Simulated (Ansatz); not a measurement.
# ρ(T) of ReOs in the Bh ordering in two numbers

Can the computed ρ(T) of ReOs in the Bh ordering be held by the Bloch–Grüneisen form, and does the fit predict a row it has not seen?

The resistivities were computed with Ansatz 0.2.0 (DFT PBEsol, scalar-relativistic, plane waves, PAW) from the linearised Boltzmann equation with harmonic phonons, on q 3×3×2, k 12×12×6, scattering 18×18×12; the fit below is done by hand on them.

The structure was built from a prototype and need not be the compound's stable phase.

## Step 1: Computed resistivities

Symmetry: P-6m2, No. 187, hexagonal system. The conventional cell has a = 2.743 Å, b = 2.743 Å, c = 4.355 Å, α = 90.00°, β = 90.00°, γ = 120.00°. Os on site c has 6 Re at 2.69 Å and 6 Os at 2.74 Å as nearest neighbours. Around Re on site f lie 6 Os at 2.69 Å and 6 Re at 2.74 Å.

This is the relaxed cell of the run, from steps not shown here.

The mean resistivity of the three axes from 50 to 800 K, with one row held back; the colder rows stay outside the fit and test it at the end:

```csv
T (K),ρ (μΩ cm)
50,0.2760
77,1.116
100,2.047
150,4.107
200,?
300,9.701
400,13.22
600,20.11
800,26.92
```

The resistivity is not converged: the component that moves most changes by 11 % between the two finest meshes at 300 K. No spin–orbit coupling, which matters for Os and Re. The structure is a hand-built model.

## Step 2: Model and fit

Bloch and Grüneisen's form is ρ(T) = A (T/Θ)⁵ J₅(Θ/T), with J₅(z) the integral of x⁵/((eˣ − 1)(1 − e⁻ˣ)) from 0 to z. It goes as T⁵ far below Θ and as A T/(4Θ) far above. For a trial Θ the best A is the geometric mean of ρ/[(T/Θ)⁵ J₅] over the rows, and the scatter of that ratio measures the fit:

```csv
Θ (K),A (μΩ cm),scatter (%)
202,21.44,33.7
268,32.21,18.0
302,38.97,9.4
336,46.72,2.5
370,55.59,9.4
420,70.96,22.5
504,104.2,44.1
```

The scatter is least at Θ = 336 K, with A = 46.72 μΩ cm (2.5 % r.m.s.).

```csv
T (K),computed,fit
50,0.2760,0.2859
77,1.116,1.087
100,2.047,1.971
150,4.107,3.996
300,9.701,9.735
400,13.22,13.37
600,20.11,20.50
800,26.92,27.54
```

## Step 3: The row held back

At T = 200 K, Θ/T = 1.680, J₅ = 1.710 and (T/Θ)⁵ = 0.07472, so the fit gives 5.968 μΩ cm. The computed value is 6.048 μΩ cm: the fit is off by -1.33 %. Outside its range, at 20 K, it gives 0.00434 against 0.00239 μΩ cm computed, 1.81 times that; at that temperature the run's own test moves by 3 % between meshes in the component that moves most. Among the rows used, the largest miss is -3.7 %, at 100 K.

## Step 4: What the two numbers mean

Θ = 336 K is 1.53 times ħω_log/k_B (220 K) and 1.01 of the highest phonon frequency (332 K); Θ is a number of the fit, and no phonon frequency. The high-temperature slope of the fit, A/(4Θ), is 0.0348 μΩ cm/K. The same slope from the run's transport coupling and plasma energy, 2π k_B λ_tr/(ħ ε₀ ω_p²) with λ_tr = 0.462, 0.462, 0.526 (xx, yy, zz) and ħω_p = 7.08, 7.08, 7.98 (xx, yy, zz) eV, is 0.0358 μΩ cm/K in the mean of the axes, +3.1 % from it. For comparison, the computed rows rise by 0.0340 μΩ cm/K between the two hottest.

## Step 5: What came out

```
Θ                                            : 336 K
A                                            : 46.72 μΩ cm
scatter of the fit                           : 2.5 %
held-back row at 200 K, fit against computed : 5.968 against 6.048 μΩ cm
```

In words: Two numbers, Θ = 336 K and A = 46.7 μΩ cm, hold the computed ρ(T) from 50 to 800 K within 2.54 % r.m.s. and predict the held-back row within 1.33 %. At 20 K, outside the rows fitted, it gives 1.81 times the computed value. By the run's own test the resistivity at 300 K moves by 11 % between its two finest scattering meshes, in the component that moves most. The mean hides an anisotropy: at 300 K the components are 10.1, 10.1, 8.90 (xx, yy, zz) μΩ cm. Spin–orbit coupling is left out. The fit describes the calculation: impurities, thermal expansion, changes of phase and anharmonicity are in neither.

[Logs are printed without paths, hosts, clocks, repeated set-up lines and the standing remarks that a program may print on its own settings, such as how far it seeks lower states.]

[Hosts, paths, dates, database ids (printed as entryN), source tags and the programs' standing remarks are cut or masked in the printed files.]
